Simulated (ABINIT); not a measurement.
# Quasiparticle gap of ZnSe (Stilleite) in ABINIT, part 2 of 3

Wanted: ground state, empty states, screening and self-energy for ZnSe (Stilleite).

ABINIT 10.8.3; PBE and many-body steps on it, plane waves. Known limits of the many-body steps: short of the basis limit; no spin-orbit coupling; coarse k mesh.

So far. Step 2 (Ground state): The gap is direct, at Γ.

**3. Bands along the symmetry lines**

Level of this step: DFT, PBE, plane waves, norm-conserving pseudopotentials (ABINIT).

The cheap functional maps the bands first; the places of the edges decide which points the dearer methods must see.

run.abi reads:

```
acell 3*1.0 Angstrom
rprim 
  -0.000000000000 2.833800000000 2.833800000000
  2.833800000000 -0.000000000000 2.833800000000
  2.833800000000 2.833800000000 0.000000000000
ntypat 2
znucl 30 34
natom 2
typat 1 2
xred 
  0.000000000000 0.000000000000 0.000000000000
  0.250000000000 0.250000000000 0.250000000000
pp_dirpath "pseudos"
pseudos "Zn.upf, Se.upf"
ecut 48
iscf -2
irdden 1
kptopt 0
nkpt 50
kpt 
  0.00000000 0.00000000 0.00000000
  -0.06250000 -0.06250000 0.00000000
  -0.12500000 -0.12500000 0.00000000
  -0.18750000 -0.18750000 0.00000000
  -0.25000000 -0.25000000 0.00000000
  -0.31250000 -0.31250000 0.00000000
  -0.37500000 -0.37500000 0.00000000
  -0.43750000 -0.43750000 0.00000000
  -0.50000000 -0.50000000 0.00000000
  -0.48437500 -0.48437500 0.03125000
  -0.46875000 -0.46875000 0.06250000
  -0.45312500 -0.45312500 0.09375000
  -0.43750000 -0.43750000 0.12500000
  -0.42187500 -0.42187500 0.15625000
  -0.40625000 -0.40625000 0.18750000
  -0.39062500 -0.39062500 0.21875000
  -0.37500000 -0.37500000 0.25000000
  -0.37500000 0.00000000 0.37500000
  -0.32812500 0.00000000 0.32812500
  -0.28125000 0.00000000 0.28125000
  -0.23437500 0.00000000 0.23437500
  -0.18750000 0.00000000 0.18750000
  -0.14062500 0.00000000 0.14062500
  -0.09375000 0.00000000 0.09375000
  -0.04687500 0.00000000 0.04687500
  0.00000000 0.00000000 0.00000000
  0.00000000 0.00000000 0.06250000
  0.00000000 0.00000000 0.12500000
  0.00000000 0.00000000 0.18750000
  0.00000000 0.00000000 0.25000000
  0.00000000 0.00000000 0.31250000
  0.00000000 0.00000000 0.37500000
  0.00000000 0.00000000 0.43750000
  0.00000000 0.00000000 0.50000000
  -0.06250000 -0.03125000 0.46875000
  -0.12500000 -0.06250000 0.43750000
  -0.18750000 -0.09375000 0.40625000
  -0.25000000 -0.12500000 0.37500000
  -0.31250000 -0.15625000 0.34375000
  -0.37500000 -0.18750000 0.31250000
  -0.43750000 -0.21875000 0.28125000
  -0.50000000 -0.25000000 0.25000000
  -0.50000000 -0.28125000 0.21875000
  -0.50000000 -0.31250000 0.18750000
  -0.50000000 -0.34375000 0.15625000
  -0.50000000 -0.37500000 0.12500000
  -0.50000000 -0.40625000 0.09375000
  -0.50000000 -0.43750000 0.06250000
  -0.50000000 -0.46875000 0.03125000
  -0.50000000 -0.50000000 0.00000000
istwfk *1
nband 29
nbdbuf 2
tolwfr 1e-08
nstep 40
prtwf 0
prtvol 0
indata_prefix "in"
outdata_prefix "out"
tmpdata_prefix "tmp"
```

On the command line:

```bash
> OMP_NUM_THREADS=1 mpirun -n 8 abinit run.abi > log
```

Log:

```text
.Version 10.8.3 of ABINIT. v10.8.2 released Aug 2026.

 Symmetries : space group F-4 3 m (#216); Bravais cF (face-center cubic)
[... echo of the input left out ...]
== DATASET  1 ==================================================================
-   mpi_nproc: 8, omp_nthreads: 1 (-1 if OMP is not activated)

--- !DatasetInfo
iteration_state: {dtset: 1, }
dimensions: {natom: 2, nkpt: 50, mband: 29, nsppol: 1, nspinor: 1, nspden: 1, mpw: 4917, }
cutoff_energies: {ecut:  48.0, pawecutdg:  -1.0, }
electrons: {nelect:   4.40000000E+01, charge:   0.00000000E+00, occopt:   1.00000000E+00, tsmear:   1.00000000E-02, }

 Real(R)+Recip(G) space primitive vectors, cartesian coordinates (Bohr,Bohr^-1):
 R(1)=  0.0000000  5.3551059  5.3551059  G(1)= -0.0933688  0.0933688  0.0933688
 R(2)=  5.3551059  0.0000000  5.3551059  G(2)=  0.0933688 -0.0933688  0.0933688
 R(3)=  5.3551059  5.3551059  0.0000000  G(3)=  0.0933688  0.0933688 -0.0933688
 Unit cell volume ucvol=  3.0713845E+02 bohr^3
 Angles (23,13,12)=  6.00000000E+01  6.00000000E+01  6.00000000E+01 degrees

 getcut: wavevector=  0.0000  0.0000  0.0000  ngfft=  48  48  48
         ecut(hartree)=     48.000   => boxcut(ratio)=   2.03223

--- Pseudopotential description ------------------------------------------------
- Zn Generated using ONCVPSP code by D. R. Hamann
- 30.00000  20.00000  171031                  znucl, zion, pspdat
12 -101130 2 -1 1326                          pspcod,pspxc,lmax,lloc,mmax
     nproj     2     2     2
  pspatm : epsatm=   26.68164218
         --- l  ekb(1:nproj) -->
             0    2.827643   -1.532764
             1   -4.632527   -1.324876
             2   -6.943520   -2.557073
 pspatm: atomic psp has been read  and splines computed

- Se Generated using ONCVPSP code by D. R. Hamann
- 34.00000  24.00000  171031                  znucl, zion, pspdat
12 -101130 2 -1 1214                          pspcod,pspxc,lmax,lloc,mmax
     nproj     2     2     2
  pspatm : epsatm=   25.39064422
         --- l  ekb(1:nproj) -->
[...]
pspatm: atomic psp has been read  and splines computed

--------------------------------------------------------------------------------

================================================================================
 prteigrs : about to open file out_EIG
 Non-SCF case, kpt    1 (  0.00000  0.00000  0.00000), residuals and eigenvalues=
  3.39E-09  2.86E-09  5.98E-09  5.32E-09  7.61E-09  3.02E-09  4.24E-09  7.82E-09
  2.18E-09  3.21E-09  4.14E-09  1.76E-09  4.90E-09  2.39E-09  2.84E-09  9.89E-09
  4.17E-09  7.25E-09  9.91E-09  5.96E-09  3.30E-09  6.12E-09  1.70E-09  3.63E-09
  1.78E-09  6.17E-09  1.29E-09  5.03E-06  2.90E-05
 -7.4629E+00 -5.2385E+00 -5.2385E+00 -5.2385E+00 -4.4496E+00 -2.7650E+00
 -2.7650E+00 -2.7650E+00 -1.5698E+00 -1.5698E+00 -1.5698E+00 -1.5696E+00
 -1.5696E+00 -3.3425E-01 -8.7379E-02 -8.7379E-02 -8.7379E-02 -7.3851E-02
[...]
Non-SCF case, kpt    2 ( -0.06250 -0.06250  0.00000), residuals and eigenvalues=
[...]
6.94E-09  5.44E-09  8.45E-09  2.26E-07  1.45E-06
[...]
Non-SCF case, kpt    3 ( -0.12500 -0.12500  0.00000), residuals and eigenvalues=
[...]
Non-SCF case, kpt   49 ( -0.50000 -0.46875  0.03125), residuals and eigenvalues=
[...]
Non-SCF case, kpt   50 ( -0.50000 -0.50000  0.00000), residuals and eigenvalues=
[...]
-1.5696E+00 -2.9542E-01 -8.6236E-02 -7.8086E-02 -7.8086E-02 -7.2078E-02
 -6.7227E-02 -2.1500E-02  7.2844E-02  7.2844E-02  2.6295E-01  2.8045E-01
[...]
--- !ResultsGS
iteration_state: {dtset: 1, }
comment   : Summary of ground state results
lattice_vectors:
- [ -0.0000000,   5.3551059,   5.3551059, ]
- [  5.3551059,  -0.0000000,   5.3551059, ]
- [  5.3551059,   5.3551059,   0.0000000, ]
lattice_lengths: [   7.57326,    7.57326,    7.57326, ]
lattice_angles: [ 60.000,  60.000,  60.000, ] # degrees, (23, 13, 12)
lattice_volume:   3.0713845E+02
convergence: {deltae:  0.000E+00, res2:  0.000E+00, residm:  9.978E-09, diffor:  0.000E+00, }
etotal    :  -5.47356177E+02
entropy   :   0.00000000E+00
fermie    :   1.53041323E-01
cartesian_stress_tensor: null
pressure_GPa: null
xred      :
- [  0.0000E+00,   0.0000E+00,   0.0000E+00, Zn]
- [  2.5000E-01,   2.5000E-01,   2.5000E-01, Se]
cartesian_forces: null
force_length_stats: {min: null, max: null, mean: null, }

 Integrated electronic density in atomic spheres:
 ------------------------------------------------
 Atom  Sphere_radius  Integrated_density
[...]
================================================================================

 ----iterations are completed or convergence reached----

 Mean square residual over all n,k,spin=   48.025E-10; max=  99.776E-10
 reduced coordinates (array xred) for    2 atoms
       0.000000      0.000000      0.000000
       0.250000      0.250000      0.250000

 cartesian coordinates (angstrom) at end:
    1      0.000000     0.000000     0.000000
    2      1.416900     1.416900     1.416900
 length scales=  1.889726  1.889726  1.889726 bohr
              =  1.000000  1.000000  1.000000 angstroms
 prteigrs : about to open file out_EIG
 Eigenvalues (hartree) for nkpt=  50  k points:
 kpt#   1, nband= 29, wtk=  1.00000, kpt=  0.0000  0.0000  0.0000 (reduced coord)
[...]
kpt#   2, nband= 29, wtk=  1.00000, kpt= -0.0625 -0.0625  0.0000 (reduced coord)
[...]
kpt#   3, nband= 29, wtk=  1.00000, kpt= -0.1250 -0.1250  0.0000 (reduced coord)
[...]
kpt#  49, nband= 29, wtk=  1.00000, kpt= -0.5000 -0.4687  0.0313 (reduced coord)
[...]
0.54216    0.55971    0.56900    0.66542    0.68318
 kpt#  50, nband= 29, wtk=  1.00000, kpt= -0.5000 -0.5000  0.0000 (reduced coord)
[...]
-1.56977   -1.56975   -1.56975   -1.56961   -1.56960   -0.29542   -0.08624   -0.07809
  -0.07809   -0.07208   -0.06723   -0.02150    0.07284    0.07284    0.26295    0.28045
   0.54749    0.56671    0.56671    0.66715    0.68505

== END DATASET(S) ==============================================================
================================================================================

 -outvars: echo values of variables after computation  --------
            nband          29
             nkpt          50
          spgroup         216
 [... the other variables as echoed above ...]

 Calculation completed.
```

It took 45 s on 8 MPI ranks of Arm Neoverse V1, shared host; peak memory 0.62 GiB.

This step gave:

```yaml
gap: 1.288 eV
k_of_the_valence_top: 0, 0, 0
k_of_the_conduction_bottom: 0, 0, 0
least_direct_gap: 1.288 eV
```

The gap is 1.288 eV, as in the run before at this level.

Electronic bands along the path, in eV, zero at the top of the highest filled band:

| point | band 19 | band 20 | band 21 | band 22 | band 23 | band 24 | band 25 | band 26 |
| --- | --- | --- | --- | --- | --- | --- | --- | --- |
| Γ | -6.17 | 0.00 | 0.00 | 0.00 | 1.29 | 5.81 | 5.81 | 5.81 |
| halfway | -6.15 | -2.88 | -1.25 | -1.25 | 3.93 | 4.03 | 8.04 | 8.04 |
| X | -5.99 | -4.75 | -2.18 | -2.18 | 2.99 | 3.47 | 10.73 | 11.26 |
| halfway | -5.96 | -4.74 | -2.56 | -2.08 | 3.26 | 4.06 | 9.97 | 10.51 |
| U | -5.91 | -4.71 | -3.08 | -1.79 | 3.59 | 5.60 | 9.05 | 9.28 |
| jump to K | -5.91 | -4.71 | -3.08 | -1.79 | 3.59 | 5.60 | 9.05 | 9.28 |
| halfway | -6.15 | -3.33 | -1.74 | -0.49 | 3.79 | 5.97 | 6.67 | 6.69 |
| Γ | -6.17 | 0.00 | 0.00 | 0.00 | 1.29 | 5.81 | 5.81 | 5.81 |
| halfway | -6.17 | -3.04 | -0.48 | -0.48 | 2.75 | 6.45 | 6.45 | 6.57 |
| L | -6.01 | -5.22 | -0.87 | -0.87 | 2.55 | 6.39 | 6.39 | 8.57 |
| halfway | -5.96 | -4.89 | -2.41 | -1.46 | 4.23 | 5.55 | 7.42 | 8.68 |
| W | -5.87 | -4.68 | -2.76 | -2.66 | 5.49 | 5.56 | 6.97 | 7.72 |
| halfway | -5.93 | -4.72 | -2.48 | -2.43 | 3.88 | 4.29 | 9.22 | 9.31 |
| X | -5.99 | -4.75 | -2.18 | -2.18 | 2.99 | 3.47 | 10.73 | 11.26 |

**4. Empty states on the mesh, 4×4×4 mesh, 103 bands**

The sums over transitions need many empty states on a uniform mesh; this step solves for them.

run.abi reads:

```
acell 3*1.0 Angstrom
rprim 
  -0.000000000000 2.833800000000 2.833800000000
  2.833800000000 -0.000000000000 2.833800000000
  2.833800000000 2.833800000000 0.000000000000
ntypat 2
znucl 30 34
natom 2
typat 1 2
xred 
  0.000000000000 0.000000000000 0.000000000000
  0.250000000000 0.250000000000 0.250000000000
pp_dirpath "pseudos"
pseudos "Zn.upf, Se.upf"
ecut 48
ngkpt 4 4 4
nshiftk 1
shiftk 0 0 0
kptopt 1
chksymbreak 0
iscf -2
irdden 1
istwfk *1
nband 103
nbdbuf 8
tolwfr 1e-09
nstep 60
prtvol 0
indata_prefix "in"
outdata_prefix "out"
tmpdata_prefix "tmp"
```

Log:

```text
.Version 10.8.3 of ABINIT. v10.8.2 released Aug 2026.

 Symmetries : space group F-4 3 m (#216); Bravais cF (face-center cubic)
[... echo of the input left out ...]
== DATASET  1 ==================================================================
-   mpi_nproc: 8, omp_nthreads: 1 (-1 if OMP is not activated)

--- !DatasetInfo
iteration_state: {dtset: 1, }
dimensions: {natom: 2, nkpt: 8, mband: 103, nsppol: 1, nspinor: 1, nspden: 1, mpw: 4910, }
cutoff_energies: {ecut:  48.0, pawecutdg:  -1.0, }
electrons: {nelect:   4.40000000E+01, charge:   0.00000000E+00, occopt:   1.00000000E+00, tsmear:   1.00000000E-02, }

 Real(R)+Recip(G) space primitive vectors, cartesian coordinates (Bohr,Bohr^-1):
 R(1)=  0.0000000  5.3551059  5.3551059  G(1)= -0.0933688  0.0933688  0.0933688
 R(2)=  5.3551059  0.0000000  5.3551059  G(2)=  0.0933688 -0.0933688  0.0933688
 R(3)=  5.3551059  5.3551059  0.0000000  G(3)=  0.0933688  0.0933688 -0.0933688
 Unit cell volume ucvol=  3.0713845E+02 bohr^3
 Angles (23,13,12)=  6.00000000E+01  6.00000000E+01  6.00000000E+01 degrees

 getcut: wavevector=  0.0000  0.0000  0.0000  ngfft=  48  48  48
         ecut(hartree)=     48.000   => boxcut(ratio)=   2.03223

--- Pseudopotential description ------------------------------------------------
- Zn Generated using ONCVPSP code by D. R. Hamann
- 30.00000  20.00000  171031                  znucl, zion, pspdat
12 -101130 2 -1 1326                          pspcod,pspxc,lmax,lloc,mmax
     nproj     2     2     2
  pspatm : epsatm=   26.68164218
         --- l  ekb(1:nproj) -->
             0    2.827643   -1.532764
             1   -4.632527   -1.324876
             2   -6.943520   -2.557073
 pspatm: atomic psp has been read  and splines computed

- Se Generated using ONCVPSP code by D. R. Hamann
- 34.00000  24.00000  171031                  znucl, zion, pspdat
12 -101130 2 -1 1214                          pspcod,pspxc,lmax,lloc,mmax
     nproj     2     2     2
  pspatm : epsatm=   25.39064422
         --- l  ekb(1:nproj) -->
[...]
pspatm: atomic psp has been read  and splines computed

--------------------------------------------------------------------------------

================================================================================
 prteigrs : about to open file out_EIG
 Non-SCF case, kpt    1 (  0.00000  0.00000  0.00000), residuals and eigenvalues=
  2.10E-10  7.49E-11  1.18E-10  9.64E-11  4.72E-10  2.93E-10  2.22E-10  2.43E-10
  5.24E-10  8.01E-10  5.68E-10  5.87E-10  2.05E-10  8.39E-10  2.72E-10  6.69E-10
  6.10E-10  8.37E-10  7.34E-10  1.65E-10  2.78E-10  6.75E-10  4.01E-10  1.86E-10
[...]
1.03E-09  7.02E-09  2.99E-08  1.23E-07  1.22E-06  4.60E-06  7.28E-05
 -7.4629E+00 -5.2385E+00 -5.2385E+00 -5.2385E+00 -4.4496E+00 -2.7650E+00
 -2.7650E+00 -2.7650E+00 -1.5698E+00 -1.5698E+00 -1.5698E+00 -1.5696E+00
 -1.5696E+00 -3.3425E-01 -8.7379E-02 -8.7379E-02 -8.7379E-02 -7.3851E-02
[...]
2.9262E+00  2.9816E+00  2.9816E+00  2.9816E+00  2.9994E+00  2.9994E+00
  2.9994E+00  3.0375E+00  3.0801E+00  3.0801E+00  3.0801E+00  3.1163E+00
  3.1164E+00
 prteigrs : prtvol=0 or 1, do not print more k-points.

--- !ResultsGS
iteration_state: {dtset: 1, }
comment   : Summary of ground state results
lattice_vectors:
- [ -0.0000000,   5.3551059,   5.3551059, ]
- [  5.3551059,  -0.0000000,   5.3551059, ]
- [  5.3551059,   5.3551059,   0.0000000, ]
lattice_lengths: [   7.57326,    7.57326,    7.57326, ]
lattice_angles: [ 60.000,  60.000,  60.000, ] # degrees, (23, 13, 12)
lattice_volume:   3.0713845E+02
convergence: {deltae:  0.000E+00, res2:  0.000E+00, residm:  9.953E-10, diffor:  0.000E+00, }
etotal    :  -5.47356177E+02
entropy   :   0.00000000E+00
fermie    :   1.53041323E-01
cartesian_stress_tensor: null
pressure_GPa: null
xred      :
- [  0.0000E+00,   0.0000E+00,   0.0000E+00, Zn]
- [  2.5000E-01,   2.5000E-01,   2.5000E-01, Se]
cartesian_forces: null
force_length_stats: {min: null, max: null, mean: null, }

 Integrated electronic density in atomic spheres:
 ------------------------------------------------
 Atom  Sphere_radius  Integrated_density
[...]
================================================================================

 ----iterations are completed or convergence reached----

 Mean square residual over all n,k,spin=   40.607E-11; max=  99.529E-11
 reduced coordinates (array xred) for    2 atoms
       0.000000      0.000000      0.000000
       0.250000      0.250000      0.250000

 cartesian coordinates (angstrom) at end:
    1      0.000000     0.000000     0.000000
    2      1.416900     1.416900     1.416900
 length scales=  1.889726  1.889726  1.889726 bohr
              =  1.000000  1.000000  1.000000 angstroms
 prteigrs : about to open file out_EIG
 Eigenvalues (hartree) for nkpt=   8  k points:
 kpt#   1, nband=103, wtk=  0.01563, kpt=  0.0000  0.0000  0.0000 (reduced coord)
[...]
2.59708    2.59708    2.65854    2.71552    2.71552    2.71552    2.86759    2.86760
   2.86760    2.92621    2.92621    2.98156    2.98156    2.98156    2.99937    2.99937
   2.99937    3.03752    3.08015    3.08015    3.08015    3.11634    3.11643
 prteigrs : prtvol=0 or 1, do not print more k-points.

== END DATASET(S) ==============================================================
================================================================================

 -outvars: echo values of variables after computation  --------
            nband         103
             nkpt           8
          spgroup         216
 [... the other variables as echoed above ...]

 Calculation completed.
```

Wall time 39 s (8 MPI ranks); peak memory 0.61 GiB; 4 min of CPU time.

This step gave:

| Item | Value |
| --- | --- |
| gap | 1.288 eV |
| k of the valence top | 0, 0, 0 |
| k of the conduction bottom | 0, 0, 0 |
| least direct gap | 1.288 eV |
| k points computed | 8 |
| lowest point of the top converged band, above the valence top | 72.0152 eV |

On this mesh the gap is 1.288 eV.

**5. Screening, 4×4×4 mesh, 95 bands, screening to 136.1 eV**

The RPA dielectric matrix is built and inverted for each q.

This step: RPA screening on PBE, plane waves, norm-conserving pseudopotentials.

Edit run.abi of step 4 so:

```diff
@@ -20,10 +20,11 @@
 chksymbreak 0
-iscf -2
-irdden 1
 istwfk *1
-nband 103
-nbdbuf 8
-tolwfr 1e-09
-nstep 60
-prtvol 0
+occopt 1
+irdwfk 1
+optdriver 3
+nband 95
+ecuteps 5
+inclvkb 2
+awtr 1
+symchi 1
 indata_prefix "in"
```

Log:

```text
.Version 10.8.3 of ABINIT. v10.8.2 released Aug 2026.

 Symmetries : space group F-4 3 m (#216); Bravais cF (face-center cubic)
[... echo of the input left out ...]
== DATASET  1 ==================================================================
-   mpi_nproc: 8, omp_nthreads: 1 (-1 if OMP is not activated)

--- !DatasetInfo
iteration_state: {dtset: 1, }
dimensions: {natom: 2, nkpt: 8, mband: 95, nsppol: 1, nspinor: 1, nspden: 1, mpw: 4910, }
cutoff_energies: {ecut:  48.0, pawecutdg:  -1.0, }
electrons: {nelect:   4.40000000E+01, charge:   0.00000000E+00, occopt:   1.00000000E+00, tsmear:   1.00000000E-02, }

 SCREENING: Calculation of the susceptibility and dielectric matrices

 Based on a program developped by R.W. Godby, V. Olevano, G. Onida, and L. Reining.
 Incorporated in ABINIT by V. Olevano, G.-M. Rignanese, and M. Torrent.
.Using double precision arithmetic ; gwpc =  8

[... cell and pseudopotentials left out ...]
--------------------------------------------------------------------------------

 ==== K-mesh for the wavefunctions ====
 Number of points in the irreducible wedge :     8
[... list of points left out ...]
 Together with 24 symmetry operations and time-reversal symmetry
 yields    64 points in the full Brillouin Zone.

 ==== Q-mesh for the screening function ====
 Number of points in the irreducible wedge :     8
[... list of points left out ...]
 Together with 24 symmetry operations and time-reversal symmetry
 yields    64 points in the full Brillouin Zone.

 setmesh: FFT mesh size selected  =    32x   32x   32
          total number of points  =        32768

 vcoul_init : cutoff-mode = AUXILIARY_FUNCTION
 q-points for optical limit:   1
     1)      0.000010    0.000020    0.000030

- screening: taking advantage of time-reversal symmetry
- Maximum band index for partially occupied states nbvw = 22
- Remaining bands to be divided among processors   nbcw = 73
- Number of bands treated by each node ~9

 Number of electrons calculated from density =   44.0000; Expected =   44.0000
 average of density, n =  0.143258
 r_s =    1.1856
 omega_plasma =   36.5103 [eV]

 calculating chi0 at frequencies [eV] :
  1    0.000000E+00    0.000000E+00
  2    0.000000E+00    3.651025E+01

--------------------------------------------------------------------------------
  q-point number  1        q = ( 0.000000, 0.000000, 0.000000) [r.l.u.]
--------------------------------------------------------------------------------
[... chi0 elements left out ...]
 For q-point:  0.000010 0.000020 0.000030
  dielectric constant =  13.5073
  dielectric constant without local fields =  14.4639

  Average fulfillment of the sum rule on Im[epsilon] for q-point    1 :     31.25  [%]
[... wings left out ...]
  q-point number  2        q = ( 0.250000, 0.000000, 0.000000) [r.l.u.]
--------------------------------------------------------------------------------
[... chi0 elements left out ...]
  Average fulfillment of the sum rule on Im[epsilon] for q-point    2 :     37.53  [%]

 [... 6 further q-points ...]
```

Wall time 55 s (8 MPI ranks); peak memory 1.9 GiB; 6.3 min of CPU time.

Numbers from this step:

```yaml
eps_infinity_with_local_fields_on_this_mesh: 13.51
eps_infinity_without_local_fields_on_this_mesh: 14.46
plasma_frequency: 36.51 eV
plane_waves_in_the_screening_matrix: 169
```

Local fields lower ε∞ by 7 %. On a Γ-centred mesh this coarse the value itself is usually too large, while a short band sum pulls it down.

(Continued in part 3 of 3.)

[Long decimals in the printed logs are rounded to 6 places.]

[Logs are printed without paths, hosts, clocks, repeated set-up lines and the standing remarks that a program may print on its own settings, such as how far it seeks lower states.]

[Paths, hosts, dates, memory and timing lines, banners, echoed tables and standing remarks are left out of the program output; an Ansatz launch command may be rebuilt from the run's recorded settings. Measured values are a selection of at most five: reports struck by readers or far from the other reports are left out. None is set beside runs whose start may be inverted or whose files or cutoffs have a known fault.]

[Runs of the session that timed out or met a known fault of the program may be left out.]

[Hosts, paths, dates, database ids (printed as entryN), source tags and the programs' standing remarks are cut or masked in the printed files.]

[G0W0 gaps are taken among the corrected bands and points alone; a level outside them can change the order at an edge.]

[Where Ansatz stands beside ABINIT at settings called matched, ABINIT's density can come from a denser mesh and the files from another edition; pairs whose starting gaps differed by over 0.03 eV were left out, so agreement reads better than it is.]
